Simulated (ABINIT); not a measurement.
## Quasiparticle gap of BN (Qingsongite) in ABINIT

Wanted: ground state, empty states, screening and self-energy for BN (Qingsongite).

Main program and level: ABINIT 10.8.3; LDA and many-body steps on it, plane waves.

## (1) The starting structure

It takes space group F-43m (No. 216, cubic). Conventional cell: a = 3.615 Å, b = 3.615 Å, c = 3.615 Å, α = 90.00°, β = 90.00°, γ = 90.00°. B has 4 N at 1.57 Å nearest. Nearest to N lie 4 B at 1.57 Å. Farther neighbours and most contacts between anions are not listed.

The cell and positions come from the Crystallography Open Database and are kept as given unless a step says otherwise.

## (2) Ground state

This step: ABINIT 10.8.3; DFT, LDA, plane waves, norm-conserving pseudopotentials.

The ground-state density comes first.

File run.abi:

```
acell 3*1.0 Angstrom
rprim 
  -0.000000000000 1.807500000000 1.807500000000
  1.807500000000 0.000000000000 1.807500000000
  1.807500000000 1.807500000000 -0.000000000000
ntypat 2
znucl 5 7
natom 2
typat 1 2
xred 
  0.000000000000 0.000000000000 0.000000000000
  0.250000000000 0.250000000000 0.250000000000
pp_dirpath "pseudos"
pseudos "B.upf, N.upf"
ecut 36
ngkpt 10 10 10
nshiftk 1
shiftk 0 0 0
kptopt 1
chksymbreak 0
nband 9
occopt 1
tolvrs 1e-10
nstep 60
prtwf 0
optforces 0
optstress 0
indata_prefix "in"
outdata_prefix "out"
tmpdata_prefix "tmp"
```

Run with:

```sh
$ OMP_NUM_THREADS=1 mpirun -n 4 abinit run.abi > log
```

Numbers of over 12 decimals in the logs are rounded to 6 here.

Output:

```text
.Version 10.8.3 of ABINIT. v10.8.2 released Aug 2026.

 Symmetries : space group F-4 3 m (#216); Bravais cF (face-center cubic)
================================================================================
 Values of the parameters that define the memory need of the present run
     intxc =       0    ionmov =       0      iscf =       7    lmnmax =       4
     lnmax =       4     mgfft =      30  mpssoang =       2    mqgrid =    3001
     natom =       2  nloc_mem =       1    nspden =       1   nspinor =       1
    nsppol =       1      nsym =      24    n1xccc =    2501    ntypat =       2
    occopt =       1   xclevel =       1
-    mband =           9        mffmem =           1         mkmem =          12
       mpw =         845          nfft =       27000          nkpt =          47
================================================================================
  Rough estimation (10% accuracy) of disk space for files :
================================================================================

--------------------------------------------------------------------------------
------------- Echo of variables that govern the present computation ------------
--------------------------------------------------------------------------------
 -outvars: echo values of preprocessed input variables --------
            acell      1.8897261259E+00  1.8897261259E+00  1.8897261259E+00 Bohr

      chksymbreak           0
             ecut      3.60000000E+01 Hartree
-          fftalg         312

              ixc       -1012
              kpt      0.00000000E+00  0.00000000E+00  0.00000000E+00
                       1.00000000E-01  0.00000000E+00  0.00000000E+00
                       2.00000000E-01  0.00000000E+00  0.00000000E+00
                       3.00000000E-01  0.00000000E+00  0.00000000E+00
                       4.00000000E-01  0.00000000E+00  0.00000000E+00
                       5.00000000E-01  0.00000000E+00  0.00000000E+00
                       1.00000000E-01  1.00000000E-01  0.00000000E+00
                       2.00000000E-01  1.00000000E-01  0.00000000E+00
                       3.00000000E-01  1.00000000E-01  0.00000000E+00
   [... 36 further rows ...]
                      -3.00000000E-01  4.00000000E-01  2.00000000E-01
                      -3.00000000E-01  5.00000000E-01  2.00000000E-01
         kptrlatt       10    0    0      0   10    0      0    0   10
          kptrlen      4.83050094E+01
P           mkmem          12
            natom           2
            nband           9
            ngfft          30      30      30
             nkpt          47
            nstep          60
             nsym          24
           ntypat           2
              occ      2.000000  2.000000  2.000000  2.000000  0.000000  0.000000
[...]
optforces           0
        optstress           0
            prtwf           0
            rprim     -0.0000000000E+00  1.8075000000E+00  1.8075000000E+00
[...]
spgroup         216

           tolvrs      1.00000000E-10

             xred      0.0000000000E+00  0.0000000000E+00  0.0000000000E+00
[...]
znucl        5.00000    7.00000

================================================================================

 chkinp: Checking input parameters for consistency.

================================================================================
== DATASET  1 ==================================================================
-   mpi_nproc: 4, omp_nthreads: 1 (-1 if OMP is not activated)

--- !DatasetInfo
iteration_state: {dtset: 1, }
dimensions: {natom: 2, nkpt: 47, mband: 9, nsppol: 1, nspinor: 1, nspden: 1, mpw: 845, }
cutoff_energies: {ecut:  36.0, pawecutdg:  -1.0, }
electrons: {nelect:   8.00000000E+00, charge:   0.00000000E+00, occopt:   1.00000000E+00, tsmear:   1.00000000E-02, }

 Real(R)+Recip(G) space primitive vectors, cartesian coordinates (Bohr,Bohr^-1):
 R(1)=  0.0000000  3.4156800  3.4156800  G(1)= -0.1463837  0.1463837  0.1463837
 R(2)=  3.4156800  0.0000000  3.4156800  G(2)=  0.1463837 -0.1463837  0.1463837
 R(3)=  3.4156800  3.4156800  0.0000000  G(3)=  0.1463837  0.1463837 -0.1463837
 Unit cell volume ucvol=  7.9700586E+01 bohr^3
 Angles (23,13,12)=  6.00000000E+01  6.00000000E+01  6.00000000E+01 degrees

 getcut: wavevector=  0.0000  0.0000  0.0000  ngfft=  30  30  30
         ecut(hartree)=     36.000   => boxcut(ratio)=   2.30194

 getcut : COMMENT -
  Note that boxcut > 2.2 ; recall that boxcut=Gcut(box)/Gcut(sphere) = 2
  is sufficient for exact treatment of convolution.
  Such a large boxcut is a waste : you could raise ecut
  e.g. ecut=   47.690509 Hartrees makes boxcut=2

--- Pseudopotential description ------------------------------------------------
- B Generated using ONCVPSP code by D. R. Hamann
-  5.00000   3.00000  180309                  znucl, zion, pspdat
12 -1012 1 -1 1498                            pspcod,pspxc,lmax,lloc,mmax
     nproj     2     2
  pspatm : epsatm=    3.19369156
         --- l  ekb(1:nproj) -->
[...]
pspatm: atomic psp has been read  and splines computed

- N Generated using ONCVPSP code by D. R. Hamann
-  7.00000   5.00000  180309                  znucl, zion, pspdat
12 -1012 1 -1 1058                            pspcod,pspxc,lmax,lloc,mmax
     nproj     2     2
  pspatm : epsatm=    5.30777321
         --- l  ekb(1:nproj) -->
[...]
1   -4.361519   -1.032581
 pspatm: atomic psp has been read  and splines computed

   6.80117181E+01                                ecore*ucvol(ha*bohr**3)
--------------------------------------------------------------------------------

_setup2: Arith. and geom. avg. npw (full set) are     822.053     822.026

================================================================================

--- !BeginCycle
iteration_state: {dtset: 1, }
solver: {iscf: 7, nstep: 60, nline: 4, wfoptalg: 0, }
tolerances: {tolvrs: 1.00E-10, }

     iter   Etot(hartree)      deltaE(h)  residm     vres2
 ETOT  1  -13.373554539444    -1.337E+01 1.869E-01 1.738E+02
 ETOT  2  -13.391633272754    -1.808E-02 9.444E-03 1.256E+02
 ETOT  3  -13.425109141040    -3.348E-02 4.998E-03 7.355E-01
 ETOT  4  -13.425279588231    -1.704E-04 5.349E-03 1.834E-03
 ETOT  5  -13.425279820482    -2.323E-07 8.607E-04 3.082E-05
 ETOT  6  -13.425279826115    -5.633E-09 7.308E-04 1.019E-06
 ETOT  7  -13.425279826320    -2.047E-10 5.727E-04 1.030E-09
 ETOT  8  -13.425279826320    -1.599E-13 6.420E-04 5.655E-12

 At SCF step    8       vres2   =  5.66E-12 < tolvrs=  1.00E-10 =>converged.

--- !ResultsGS
iteration_state: {dtset: 1, }
comment   : Summary of ground state results
lattice_vectors:
- [ -0.0000000,   3.4156800,   3.4156800, ]
- [  3.4156800,   0.0000000,   3.4156800, ]
- [  3.4156800,   3.4156800,  -0.0000000, ]
lattice_lengths: [   4.83050,    4.83050,    4.83050, ]
lattice_angles: [ 60.000,  60.000,  60.000, ] # degrees, (23, 13, 12)
lattice_volume:   7.9700586E+01
convergence: {deltae: -1.599E-13, res2:  5.655E-12, residm:  6.420E-04, diffor:  0.000E+00, }
etotal    :  -1.34252798E+01
entropy   :   0.00000000E+00
fermie    :   2.94210603E-01
cartesian_stress_tensor: null
pressure_GPa: null
xred      :
- [  0.0000E+00,   0.0000E+00,   0.0000E+00,  B]
- [  2.5000E-01,   2.5000E-01,   2.5000E-01,  N]
cartesian_forces: null
force_length_stats: {min: null, max: null, mean: null, }

 Integrated electronic density in atomic spheres:
 ------------------------------------------------
 Atom  Sphere_radius  Integrated_density
    1        2.00000          3.31747834
    2        2.00000          5.72805975
================================================================================

 ----iterations are completed or convergence reached----

 Mean square residual over all n,k,spin=   26.307E-07; max=  64.199E-05
 reduced coordinates (array xred) for    2 atoms
       0.000000000000      0.000000000000      0.000000000000
       0.250000000000      0.250000000000      0.250000000000
 rms dE/dt=  0.0000E+00; max dE/dt=  0.0000E+00; dE/dt below (all hartree)
    1       0.000000000000      0.000000000000      0.000000000000
    2       0.000000000000      0.000000000000      0.000000000000

 cartesian coordinates (angstrom) at end:
    1      0.000000     0.000000     0.000000
    2      0.903750     0.903750     0.903750
 length scales=  1.889726125908  1.889726125908  1.889726125908 bohr
              =  1.000000000000  1.000000000000  1.000000000000 angstroms
 prteigrs : about to open file out_EIG
 Fermi (or HOMO) energy (hartree) =   0.29421   Average Vxc (hartree)=  -0.48548
 Eigenvalues (hartree) for nkpt=  47  k points:
 kpt#   1, nband=  9, wtk=  0.00100, kpt=  0.0000  0.0000  0.0000 (reduced coord)
  -0.44300    0.29421    0.29421    0.29421    0.61568    0.61568    0.61568    0.67793
   1.19366
 prteigrs : prtvol=0 or 1, do not print more k-points.

--- !EnergyTerms
iteration_state     : {dtset: 1, }
comment             : Components of total free energy in Hartree
kinetic             :  9.44478844231263E+00
hartree             :  1.77271654246147E+00
xc                  : -4.35042966599806E+00
Ewald energy        : -1.31703929426445E+01
psp_core            :  8.53340249781675E-01
local_psp           : -6.80784439827319E+00
non_local_psp       : -1.16745805396034E+00
total_energy        : -1.34252798263203E+01
total_energy_eV     : -3.65320474814379E+02
band_energy         :  5.51228754875518E-02

== END DATASET(S) ==============================================================
================================================================================

 -outvars: echo values of variables after computation  --------
           etotal     -1.3425279826E+01
            nband           9
             nkpt          47
          spgroup         216
 [... the other variables as echoed above ...]

 Calculation completed.
```

Run time: 4.8 s. Hardware: 4 MPI ranks of Arm Neoverse V1, shared host; peak memory 0.24 GiB; 19 s of CPU time.

Numbers from this step:

- total energy: -365.3205 eV
- gap: 4.420 eV
- k of the valence top: 0, 0, 0
- k of the conduction bottom: 0.5, 0.5, 0
- least direct gap: 8.748 eV

The gap is indirect, with the least direct gap 4.33 eV higher.

[end of part 1 of 3]

[Paths, hosts, dates, memory and timing lines, banners, echoed tables and standing remarks are left out of the program output.]

[Logs are printed without paths, hosts, clocks, repeated set-up lines and the standing remarks that a program may print on its own settings, such as how far it seeks lower states.]

[Runs of the session that timed out or met a known fault of the program may be left out.]

[Hosts, paths, dates, database ids (printed as entryN), source tags and the programs' standing remarks are cut or masked in the printed files.]

[G0W0 gaps are taken among the corrected bands and points alone; a level outside them can change the order at an edge.]

[Where Ansatz stands beside ABINIT at settings called matched, ABINIT's density can come from a denser mesh and the files from another edition; pairs whose starting gaps differed by over 0.03 eV were left out, so agreement reads better than it is.]
